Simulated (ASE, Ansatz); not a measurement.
# Electronic structure of generalised stacking fault on (112) of a Nb-Li solid solution (54 atoms)

Aim: energy, forces and density of states of generalised stacking fault on (112) of a Nb-Li solid solution (54 atoms) at a fixed geometry.

Program: Ansatz 0.2.0. Level of theory: Kohn-Sham DFT, r2SCAN, PAW (set soft_2), plane waves. Results are calculated unless marked as measured.

### Step 1. The starting structure

The cell holds 54 atoms: 30 Nb and 24 Li. Its edges and angles: a = 8.820 Å, b = 4.801 Å, c = 25.166 Å, α = 90.0°, β = 87.8°, γ = 90.0°. It derives from Nb and Li. Bcc Nb lattice (a = 3.3949 Å, the value set for the mixture), cell with z along [112], 3 x 1 x 3 periods; the third cell vector is tilted by 0.333 of 1/2<111> (its sense, twinning or antitwinning, isn't checked) and lengthened by 0.2 Å, so the cell holds one fault; displaced by a Gaussian of 0.01 Å; 24 of 54 Nb sites given to Li at random (lattice constant by Vegard's rule between Nb and Li).

What the set-up can't give: The cell is under 6 Å thick along one periodic direction, so every atom has periodic images of itself close by, which move with it and show among its neighbours and in g(r). The host structure and its lattice constant were typed by rule, without a check against the phase diagram.

### Step 2. Plane-wave single point

One self-consistent run at the given positions yields energy and forces.

input.yaml reads:

```yaml
crystal:
  lattice:
    - [8.82021, 0.0, 0.0]
    - [0.0, 4.80111, 0.0]
    - [0.98001, 0.0, 25.14732]
  atoms:
    - { symbol: Nb, position: [0.55802, 0.99947, 0.99218] }
    - { symbol: Nb, position: [0.22195, 0.00111, 0.99115] }
    - { symbol: Li, position: [0.89088, 0.00176, 0.9917] }
    - { symbol: Nb, position: [0.77276, 0.49721, 0.05379] }
    - { symbol: Nb, position: [0.43898, 0.50134, 0.05439] }
    - { symbol: Li, position: [0.10576, 0.50079, 0.05474] }
    - { symbol: Li, position: [0.87597, 0.00146, 0.10948] }
    - { symbol: Li, position: [0.54207, 0.00013, 0.11046] }
    - { symbol: Nb, position: [0.20847, 0.99986, 0.11033] }
    - { symbol: Nb, position: [0.64899, 0.49904, 0.16508] }
    - { symbol: Li, position: [0.3175, 0.5014, 0.16508] }
    - { symbol: Li, position: [0.98137, 0.49827, 0.1651] }
    - { symbol: Nb, position: [0.75395, 0.99869, 0.22063] }
    - { symbol: Nb, position: [0.42028, 0.00201, 0.21994] }
    - { symbol: Li, position: [0.08573, 0.99825, 0.21994] }
    - { symbol: Li, position: [0.85869, 0.50004, 0.27551] }
    - { symbol: Li, position: [0.52462, 0.49971, 0.27512] }
    - { symbol: Li, position: [0.19031, 0.50076, 0.27439] }
    - { symbol: Li, position: [0.62972, 0.00071, 0.33064] }
    - { symbol: Li, position: [0.29656, 0.00508, 0.33017] }
    - { symbol: Li, position: [0.96413, 0.99838, 0.3307] }
    - { symbol: Nb, position: [0.73538, 0.50104, 0.38487] }
    - { symbol: Nb, position: [0.40248, 0.49757, 0.3858] }
    - { symbol: Li, position: [0.06675, 0.49898, 0.38556] }
    - { symbol: Nb, position: [0.84041, 0.00098, 0.44071] }
    - { symbol: Nb, position: [0.50621, 0.00081, 0.44102] }
    - { symbol: Li, position: [0.17182, 0.00361, 0.44099] }
    - { symbol: Nb, position: [0.61066, 0.501, 0.49625] }
    - { symbol: Nb, position: [0.27786, 0.4988, 0.49601] }
    - { symbol: Li, position: [0.94361, 0.50142, 0.49596] }
    - { symbol: Nb, position: [0.71669, 0.99869, 0.55094] }
    - { symbol: Nb, position: [0.38181, 0.00473, 0.54988] }
    - { symbol: Nb, position: [0.04971, 0.00037, 0.55086] }
    - { symbol: Nb, position: [0.82174, 0.50211, 0.60604] }
    - { symbol: Li, position: [0.48751, 0.50218, 0.6064] }
    - { symbol: Li, position: [0.15393, 0.50218, 0.60614] }
    - { symbol: Nb, position: [0.59244, 0.99371, 0.6612] }
    - { symbol: Li, position: [0.26053, 0.99922, 0.66148] }
    - { symbol: Li, position: [0.92665, 0.00199, 0.66046] }
    - { symbol: Nb, position: [0.69843, 0.49864, 0.71581] }
    - { symbol: Li, position: [0.36675, 0.50163, 0.71604] }
    - { symbol: Nb, position: [0.03265, 0.50192, 0.71598] }
    - { symbol: Nb, position: [0.80416, 0.99908, 0.77107] }
    - { symbol: Nb, position: [0.47061, 0.99828, 0.77183] }
    - { symbol: Nb, position: [0.13802, 0.00102, 0.77176] }
    - { symbol: Nb, position: [0.5755, 0.50165, 0.82658] }
    - { symbol: Nb, position: [0.23952, 0.50277, 0.82574] }
    - { symbol: Li, position: [0.90779, 0.50352, 0.82697] }
    - { symbol: Nb, position: [0.67834, 0.00143, 0.88108] }
    - { symbol: Nb, position: [0.34717, 0.00151, 0.88147] }
    - { symbol: Nb, position: [0.01114, 0.00062, 0.88076] }
    - { symbol: Nb, position: [0.78478, 0.49809, 0.93645] }
    - { symbol: Li, position: [0.45056, 0.50147, 0.93643] }
    - { symbol: Li, position: [0.11815, 0.50072, 0.93671] }
kpoints:
  mp_grid: { grid: [2, 4, 1] }
hamiltonian:
  xc: r2scan
scf:
  occupations: { method: fermi_dirac, width: 0.1 }
output:
  forces: true
  stress: true
  populations: true
  dos:
    method: { smearing: { sigma: 0.1 } }
    de: 0.1
    projected: { site_lists: { Li: [Li], Nb: [Nb] } }
  eigenvalues: true
  write_density: true
  write_potential: true
  volumetric_format: npy
```

Run with:

```
$ ansatz run input.yaml --threads 8 --pin off --max-ram 15872MiB --backend cpu --events-out ev --progress --plain --runs-dir out
```

Numbers of over 12 decimals in the logs are rounded to 6 here.

The log of the run:

```text
Engine: ansatz 0.2.0, aarch64-unknown-linux-gnu
Pseudopotentials: kind: paw
Pseudopotential: Nb, paw, valence charge 13, recommended cutoff 500 eV (meta_gga), Nb.paw.azcp
Pseudopotential: Li, paw, valence charge 3, recommended cutoff 500 eV (meta_gga), Li.paw.azcp
Functional definition: r2SCAN
  parameter k0 = 0.174
  parameter k1 = 0.065
  parameter a1 = 4.9479
  exchange = r2scan_x(k0 = k0, k1 = k1, a1 = a1)
  correlation = r2scan_c
Crystal: 54 atoms, lattice volume = 1064.908 Å³
Basis set: ecut = 500 eV, 27031 PW (Γ), exchange–correlation on 288×144×768 points (64 copies of the dense FFT grid, shifted against one another)
Bands: 285, of which v1, the nominal top of the filled ones, is band 231 counted from 1 (230 counted from 0)
Symmetry: 1 space group operations
Space group: P1 (ITA 1), of the structure as read, at distance tolerance 1.0e-4 Å
k-points: 6 of 8 (time reversal used)
Non-local potential: Nb, projectors of the file, l = 0: 3, l = 1: 2, l = 2: 2, l = 3: 1
Non-local potential: Li, projectors of the file, l = 0: 3, l = 1: 2, l = 2: 1
PAW form: soft (Blöchl's): semilocal exchange-correlation on the pseudo side does not see the compensation charge
PAW frozen core: Nb, regenerated for the run's functional (the file was generated under x = pbe(κ = 0.804, μ = 0.219515), c = pbe(β = 0.066725))
PAW one-centre angular grid: Nb, 590 points (default); XC on 160 Gauss nodes
PAW one-centre angular grid: Li, 302 points (default); XC on 327 of its mesh's 2665 points in the sphere
Initial density: superposition of atomic densities (neutral atoms: chi_scale 0, normalization atom), corrected by the library's trained network
Initial wavefunctions: pseudopotential atomic-orbital guess
Functional: x = r2scan, c = r2scan; τ floored in thin density (d = 2e-4 eV/Å³)
SCF iter   1: F=—  HF=-141801.642271 eV  |F-HF|=—  |Δ(HF+E_count)|=         —  Δρ=1.10e-2  dr2=3.45e1  dr2_τ=4.39e-1  ethr=1.77e-3  ⟨swp⟩=10.0  Hψ=7778  notcnv=0
preconditioner: auto → Kerker (q_TF=auto, 2.374 Å⁻¹)  [metal: Δε(μ)=0.021 eV  Ē_g=2.724 eV  σ=0.100 eV  W_gap=0.05  n_scr=234 (ndim 8)  ℏωp=15.0 eV  f_vac=0.000  D(μ)=60.44/eV (n_scr^D=610)]
SCF iter   2: F=—  HF=-141801.723606 eV  |F-HF|=—  |Δ(HF+E_count)|=   8.13e-2  Δρ=7.19e-3  dr2=5.46e0  dr2_τ=2.38e-1  ethr=1.77e-3  ⟨swp⟩=2.2  Hψ=2146  notcnv=0
SCF iter   3: F=—  HF=-141801.694733 eV  |F-HF|=—  |Δ(HF+E_count)|=   2.89e-2  Δρ=3.52e-3  dr2=1.48e0  dr2_τ=1.83e-2  ethr=1.18e-3  ⟨swp⟩=1.2  Hψ=1711  notcnv=0
SCF iter   4: F=—  HF=-141801.706044 eV  |F-HF|=—  |Δ(HF+E_count)|=   1.13e-2  Δρ=2.99e-3  dr2=6.86e-1  dr2_τ=2.52e-2  ethr=3.21e-4  ⟨swp⟩=1.0  Hψ=1710  notcnv=0
SCF iter   5: F=—  HF=-141801.690403 eV  |F-HF|=—  |Δ(HF+E_count)|=   1.56e-2  Δρ=7.93e-4  dr2=7.91e-2  dr2_τ=1.62e-3  ethr=1.49e-4  ⟨swp⟩=1.0  Hψ=1710  notcnv=0
SCF iter   6: F=—  HF=-141801.691224 eV  |F-HF|=—  |Δ(HF+E_count)|=   8.21e-4  Δρ=5.35e-4  dr2=1.19e-2  dr2_τ=1.11e-3  ethr=1.71e-5  ⟨swp⟩=1.0  Hψ=1710  notcnv=0
SCF iter   7: F=—  HF=-141801.691174 eV  |F-HF|=—  |Δ(HF+E_count)|=   5.04e-5  Δρ=2.35e-4  dr2=3.69e-3  dr2_τ=1.21e-4  ethr=2.58e-6  ⟨swp⟩=1.8  Hψ=1737  notcnv=0
SCF iter   8: F=—  HF=-141801.691262 eV  |F-HF|=—  |Δ(HF+E_count)|=   8.82e-5  Δρ=1.67e-4  dr2=2.57e-3  dr2_τ=6.89e-5  ethr=7.99e-7  ⟨swp⟩=1.0  Hψ=1710  notcnv=0
SCF iter   9: F=—  HF=-141801.691257 eV  |F-HF|=—  |Δ(HF+E_count)|=   5.38e-6  Δρ=8.17e-5  dr2=6.80e-4  dr2_τ=2.68e-5  ethr=5.56e-7  ⟨swp⟩=1.0  Hψ=1710  notcnv=0
SCF iter  10: F=—  HF=-141801.691275 eV  |F-HF|=—  |Δ(HF+E_count)|=   1.87e-5  Δρ=4.21e-5  dr2=1.06e-4  dr2_τ=6.32e-6  ethr=1.47e-7  ⟨swp⟩=1.0  Hψ=1710  notcnv=0
SCF iter  11: F=—  HF=-141801.691279 eV  |F-HF|=—  |Δ(HF+E_count)|=   3.62e-6  Δρ=2.68e-5  dr2=1.31e-5  dr2_τ=7.54e-7  ethr=2.29e-8  ⟨swp⟩=1.2  Hψ=1711  notcnv=0
SCF iter  12: F=—  HF=-141801.692776 eV  |F-HF|=—  |Δ(HF+E_count)|=   1.50e-3  Δρ=1.76e-5  dr2=1.01e-5  dr2_τ=6.30e-7  ethr=2.84e-9  ⟨swp⟩=2.0  Hψ=2200  notcnv=0
SCF iter  13: F=—  HF=-141801.692777 eV  |F-HF|=—  |Δ(HF+E_count)|=   6.68e-7  Δρ=9.08e-6  dr2=3.99e-6  dr2_τ=2.13e-7  ethr=2.19e-9  ⟨swp⟩=2.0  Hψ=1999  notcnv=0
SCF iter  14: F=—  HF=-141801.692777 eV  |F-HF|=—  |Δ(HF+E_count)|=   8.29e-8  Δρ=6.07e-6  dr2=2.41e-6  dr2_τ=1.21e-7  ethr=8.64e-10  ⟨swp⟩=2.0  Hψ=1918  notcnv=0
SCF iter  15: F=—  HF=-141801.692777 eV  |F-HF|=—  |Δ(HF+E_count)|=   2.07e-9  Δρ=2.57e-6  dr2=1.39e-7  dr2_τ=1.02e-8  ethr=5.22e-10  ⟨swp⟩=1.0  Hψ=1710  notcnv=0
SCF iter  16: F=—  HF=-141801.692777 eV  |F-HF|=—  |Δ(HF+E_count)|=   3.77e-8  Δρ=2.04e-6  dr2=1.83e-7  dr2_τ=8.28e-9  ethr=2.16e-11  ⟨swp⟩=9.8  Hψ=9181  notcnv=0
SCF iter  17: F=-141801.692777 eV  HF=-141801.692777 eV  |F-HF|=4.45e-8  |Δ(HF+E_count)|=   9.43e-9  Δρ=1.36e-6  dr2=6.26e-8  dr2_τ=4.04e-9  ethr=2.16e-11  ⟨swp⟩=5.7  Hψ=8816  notcnv=0
SCF 1 converged in 17 iterations: F = -141801.692777 eV  dr2 = 6.26e-8
  greatest PAW one-centre occupation: 1.000 electrons in one spin orbital (limit 2), on the Nb atom at site 48 (counted from 0), in its partial waves of l = 0
SCF converged after 17 iterations
Free energy (F): -141801.692777 eV
Harris-Foulkes:  -141801.692777 eV  (|F-HF|=4.45e-8)
Internal energy: -141799.730274 eV  (E = F + TS)
E sigma→0 (E₀):  -141800.711525 eV
Entropy (-TS):   -1.962503 eV (-36.343 meV/atom)
Fermi energy:    9.197791 eV
--- Per-component energies (eV) ---
  E_band       = -7392.524015
  E_kinetic    = 12164.637036
  E_local      = -53523.341353  (includes V_loc(G=0)·N_el)
  E_nonlocal   = 2804.138858
  E_hartree    = 20820.929391
  E_xc         = -5245.869564
  E_vxc        = -7324.181355  (∫ρ·V_xc dr)
  E_paw        = -93226.945754  (= ΣΔE_a)
  E_vpaw       = -3620.197875  (= ΣTr[D̂ρ^β])
  E_aug_tail   = -0.002349  (compensation charges beyond the density's cutoff)
  E_vtau       = 464.559066  (kinetic-family band-sum trace: ∫τ·v_τ [+ j·A + Jᵃ·Aᵃ] dr)
  E_ewald      = -25587.503617
  E_core_change = -5.772921  (= ΣΔE_core)
  E_smearing   = -1.962503  (= −TS)
  E_closure    = 0.000000  (closes the sum)
  Σ components = -141801.692777   (vs F -141801.692777, Δ=0.00e0)
--- Forces (eV/Å), atoms counted from 1 ---
  atom   1  Nb     0.20919565     0.02758941     0.16554166
  atom   2  Nb     1.72743314    -0.00750369     0.80861979
  atom   3  Li     0.10573371    -0.04849367     0.07607037
  atom   4  Nb    -2.29328169     0.06135406    -0.52312631
  atom   5  Nb    -0.01138893    -0.01763097    -0.16035632
  atom   6  Li    -0.13207542    -0.00464277    -0.07569762
  atom   7  Li    -0.17293386    -0.04182929     0.08048012
  atom   8  Li     0.38276962     0.00135621    -0.01049444
  atom   9  Nb     1.76354660     0.02077835    -1.41172527
  atom  10  Nb    -0.33272974    -0.01333587     0.04737754
  atom  11  Li    -0.23625905    -0.00577916     0.03361900
  atom  12  Li     0.04821633     0.01068746    -0.13032370
  atom  13  Nb    -2.21746814     0.01703551    -1.05774691
  atom  14  Nb     1.97720418    -0.01027674    -1.21486938
[...]
atom  53  Li    -0.25475139    -0.01092139     0.02351214
  atom  54  Li     0.11547748     0.00114708     0.06347919
  max |Σ_I F_I| component: 4.56e-5 eV/Å
--- Stress (GPa, compression-positive) ---
      -11.763545       0.021870       0.121135
        0.021870     -10.386927       0.041192
        0.121135       0.041192     -10.418926
  P = ⅓ Tr σ = -10.8565 GPa (-108.565 kbar)
--- Band table (eV; the first three rows and the last of 6) ---
  k-point 0: bands = ["-47.7422", "-47.7221", "-47.6213", "-47.6052", [... 269 levels ...], "11.1634", "11.1957", "11.2856", "11.2991", "11.3641", "11.3820", "11.4428", "11.5236", "11.5524", "11.5730", "11.6523", "11.6690"]
[...]
--- Löwdin populations: 54 sites ---
  site symbol       q [e]
     0     Nb     12.9815
     1     Nb     13.1638
     2     Li      2.6617
[...]
53     Li      2.6413
  spilling = 0.008935 (of n_electrons = 462.000000)
```

It took 1.8 min on 8 threads of Arm Neoverse V2, shared host; peak memory 8.6 GiB; 14 min of CPU time.

Numbers from this run:

```yaml
free_energy: -141801.6928 eV
free_energy_per_atom: -2625.9573 eV/atom
scf_cycles: 17
pressure: -10.86 GPa
r_m_s_force_component: 0.5497 eV/Å
longest_force: 2.594 eV/Å
fermi_energy: 9.198 eV
levels_partly_filled_by_over_2_per_cent: 130
spilling_of_the_projection: 0.008935
```

Length of the force by element:

```
element  coordination  atoms  mean length of the force (eV/Å)  spread   least   most
     Li           all     24                            0.211  0.0892  0.0745  0.383
     Nb           all     30                            0.964   0.813   0.119   2.59
```

Density of states as counts of states in windows of 1 eV (from the Fermi level), total and the larger projections:

```
from (eV)  to (eV)  total  Nb d  Nb s  Li s
      -18       -6    0.0   0.0   0.0   0.0
       -6       -5    0.8   0.0   0.7   0.1
       -5       -4    5.2   0.2   3.7   1.1
       -4       -3   12.2   2.6   6.9   2.5
       -3       -2   34.5  22.8   6.8   4.3
       -2       -1   58.1  48.8   3.8   4.1
       -1        0   64.0  54.4   2.9   3.5
        0        1   49.0  38.6   2.8   2.7
```

About 287 of the 462 electrons lie in deeper levels, below the stored range.

The levels nearest the highest filled one (over half full), pooled over k-points and spins:

```
level less the highest filled one (eV)  occupation
                               -0.0302        1.16
                               -0.0202        1.11
                               -0.0111        1.07
                               -0.0106        1.07
                               -0.0047        1.04
                                     0        1.01
                                0.0134       0.946
                                0.0199       0.914
                                0.0206        0.91
                                0.0238       0.894
                                  0.03       0.864
                                0.0353       0.838
```

Valence density in the ca plane at fractional y = 0.000, with atoms of Nb and Li within 0.2 Å of it. It is the smooth field of the valence electrons, not physical close to the nuclei.

Values in e/Å³, 13 rows by 16 columns, each cell a mean:
```
0.4 0.1 0.4 0.2 0.1 0.1 0.1 0.1 4.0 0.1 0.4 0.8 0.2 0.9 0.8 0.1
1.3 0.1 3.1 1.2 0.1 0.6 0.2 0.1 0.2 0.1 2.2 3.7 0.3 0.3 0.2 0.1
0.1 0.1 0.3 0.1 0.4 3.9 1.3 0.1 0.1 0.1 1.8 3.5 0.4 1.6 1.3 0.1
0.1 0.1 0.1 0.1 0.5 4.1 1.5 0.1 0.2 0.1 0.3 0.6 0.3 3.5 3.3 0.3
1.0 0.1 0.1 0.1 0.2 0.8 0.3 0.2 3.9 0.1 0.3 0.4 0.2 1.6 1.7 0.4
2.9 0.1 2.5 1.1 0.2 0.3 0.2 0.1 0.9 0.1 1.5 2.7 0.3 0.3 0.3 0.4
1.5 0.1 1.1 0.5 0.3 2.7 0.8 0.1 0.1 0.1 2.3 4.1 0.4 0.8 0.6 0.2
0.2 0.1 0.1 0.1 0.6 4.6 1.7 0.1 0.1 0.1 0.6 1.3 0.3 3.3 2.8 0.2
0.4 0.1 0.4 0.3 0.3 1.9 0.6 0.2 2.4 0.1 0.1 0.1 0.2 2.7 2.5 0.2
2.4 0.3 3.0 2.0 0.2 0.2 0.1 0.1 2.5 0.1 0.1 0.2 0.1 0.4 0.4 0.1
2.4 0.3 3.6 2.6 0.2 0.1 0.1 0.1 0.1 0.1 0.8 3.4 0.1 0.4 0.3 0.1
0.4 0.2 0.8 0.6 0.1 3.6 0.2 0.1 0.0 0.1 0.1 0.6 0.2 2.4 2.3 0.1
0.1 0.1 0.1 0.1 0.1 1.2 0.1 0.1 0.9 0.1 0.1 0.1 0.2 3.3 3.1 0.1
```
Columns run along c (16.0 Å, from fractional 0.00 to 0.64 of the cell), rows up along a (8.8 Å). Atoms in or near the plane, at fractional coordinates: Li at (0.11, 0.88), Li at (0.11, 0.54), Nb at (0.11, 0.21), Nb at (0.22, 0.75), Nb at (0.22, 0.42), Li at (0.22, 0.09), Li at (0.33, 0.63), Li at (0.33, 0.30), Li at (0.33, 0.96), Nb at (0.44, 0.84), Nb at (0.44, 0.51), Li at (0.44, 0.17), Nb at (0.55, 0.72), Nb at (0.55, 0.38) and more.

Electrostatic potential energy in the ca plane at fractional y = 0.000, with atoms of Nb and Li within 0.2 Å of it. With pseudopotentials it is smooth inside the atoms' cores, unlike the true potential.

Ten even steps from '0' (-74 eV) to '9' (12 eV), each cell a mean:
```
98656899998899998645799987689999999999962025
98767999875579999888999986579999888999986568
99989999741147999999999987679998645799998889
99999999720026999888999999899997301479999999
99999999741037998656899999999996200279998889
99999999875468996202589999999997411479985458
99999999998899985100489998899998755789852025
99768999999999996201589975568999988999840004
98656999998899998655799851026999999999962025
99767999875579999988999730015899988999986568
99989999741147999999999851026998645799999889
99999999720026999888999975468997301479999999
99999999741037998656899998889996200279998889
99999999874468986212589999999997411479975457
99999999998889985000489999999998755789852015
98768999999999996201589999899999988999850004
98656999999999998645799987679999999999962125
98767999999999999888999986569999888999986568
99889999987789999999999997679998645789999889
99999999975579999888999999899997301479999999
99999999986689998656899999999996200279998889
99999999998899996202589999999997411479975468
99989999999999985100489999999999755789852025
98767999999999996201489999899999988999840004
```
Columns run along c (16.0 Å, from fractional 0.29 to 0.92 of the cell; values clipped at the 3rd and 97th percentile), rows up along a (8.8 Å). Atoms in or near the plane, at fractional coordinates: Li at (0.33, 0.63), Li at (0.33, 0.30), Li at (0.33, 0.96), Nb at (0.44, 0.84), Nb at (0.44, 0.51), Li at (0.44, 0.17), Nb at (0.55, 0.72), Nb at (0.55, 0.38), Nb at (0.55, 0.05), Nb at (0.66, 0.59), Li at (0.66, 0.26), Li at (0.66, 0.93), Nb at (0.77, 0.80), Nb at (0.77, 0.47) and more.

Within 0.4 eV of the Fermi level the largest share is Nb d (87 % of the projected weight).

### Step 3. Structure statistics

These statistics describe the geometry on which the runs were made.

Density 4.61 g/cm³, 19.72 Å³ an atom.

Pair distribution functions g(r), in bins of 0.2 Å:

```
r (Å)  total  Nb-Nb  Nb-Li  Li-Li
 2.80   0.04   0.11   0.00   0.00
 3.00   7.24   6.96   7.51   7.00
 3.20   0.00   0.00   0.00   0.00
 3.40   3.93   4.40   3.37   4.60
 3.60   0.00   0.00   0.00   0.00
 3.80   0.00   0.00   0.00   0.00
 4.00   0.00   0.00   0.00   0.00
 4.20   0.20   0.11   0.27   0.17
 4.40   0.00   0.00   0.00   0.00
 4.60   0.00   0.00   0.00   0.00
 4.80   3.77   4.61   2.75   5.02
 5.00   0.20   0.22   0.18   0.23
 5.20   0.00   0.00   0.00   0.00
 5.40   0.18   0.13   0.25   0.10
 5.60   5.44   5.25   5.63   5.20
 5.80   1.63   1.72   1.55   1.67
 6.00   0.19   0.21   0.18   0.20
 6.20   0.00   0.00   0.00   0.00
 6.40   0.30   0.28   0.29   0.37
 6.60   0.08   0.04   0.11   0.07
 6.80   0.87   0.84   0.92   0.80
 7.00   0.18   0.21   0.15   0.21
 7.20   0.00   0.00   0.00   0.00
 7.40   3.01   3.02   2.98   3.06
 7.60   3.14   3.15   3.14   3.12
 7.80   0.12   0.16   0.08   0.15
```

The surroundings of Nb23, which bears the longest force, nearest first, numbered as they follow in the input and with coordinates relative to it.

```
atom      x      y      z  distance (Å)     Fx     Fy  Fz (eV/Å)
Nb23   0.00   0.00   0.00          0.00   1.78   0.09       1.89
Li20  -0.99  -2.36  -1.40          2.92   0.02  -0.08       0.17
Nb26   0.97  -2.38   1.39          2.92   0.23   0.00       0.28
Nb22   2.94   0.02  -0.02          2.94  -1.46  -0.02       1.60
Nb29  -0.99   0.01   2.77          2.94   0.71   0.02      -0.40
Li17   0.97   0.01  -2.78          2.95   0.23   0.02       0.00
Nb26   0.97   2.42   1.39          2.95   0.23   0.00       0.28
Li24  -2.96   0.01  -0.01          2.96  -0.04   0.02       0.24
Li20  -0.99   2.44  -1.40          2.98   0.02  -0.08       0.17
Li19   1.95  -2.39  -1.39          3.38  -0.22   0.00       0.08
Li27  -1.98  -2.37   1.39          3.39   0.35  -0.05      -0.12
Nb28   1.94   0.02   2.78          3.39  -0.27  -0.02      -0.94
Li19   1.95   2.42  -1.39          3.40  -0.22   0.00       0.08
Li27  -1.98   2.43   1.39          3.43   0.35  -0.05      -0.12
Li18  -1.98   0.02  -2.80          3.43   0.17   0.00      -0.10
```

### Step 4. Summary of results

| Property | Result |
| --- | --- |
| free energy per atom | -2625.9573 eV/atom |
| density | 4.606 g/cm³ |
| pressure | -10.86 GPa |
| r.m.s. force component | 0.5497 eV/Å |
| wall time of the 1 DFT run | 1.8 min |

In words: 130 levels are partly filled, by over 2 % (on the run's k-points), as in a metal.

**Limits.** The geometry was built by rule, was displaced at random and isn't relaxed at this level: its force components are 0.55 eV/Å r.m.s. The pressure of -11 GPa means that a free cell would contract at this level.

[Logs are printed without paths, hosts, clocks, repeated set-up lines and the standing remarks that a program may print on its own settings, such as how far it seeks lower states.]

[Hosts, paths, dates, database ids (printed as entryN), source tags and the programs' standing remarks are cut or masked in the printed files.]
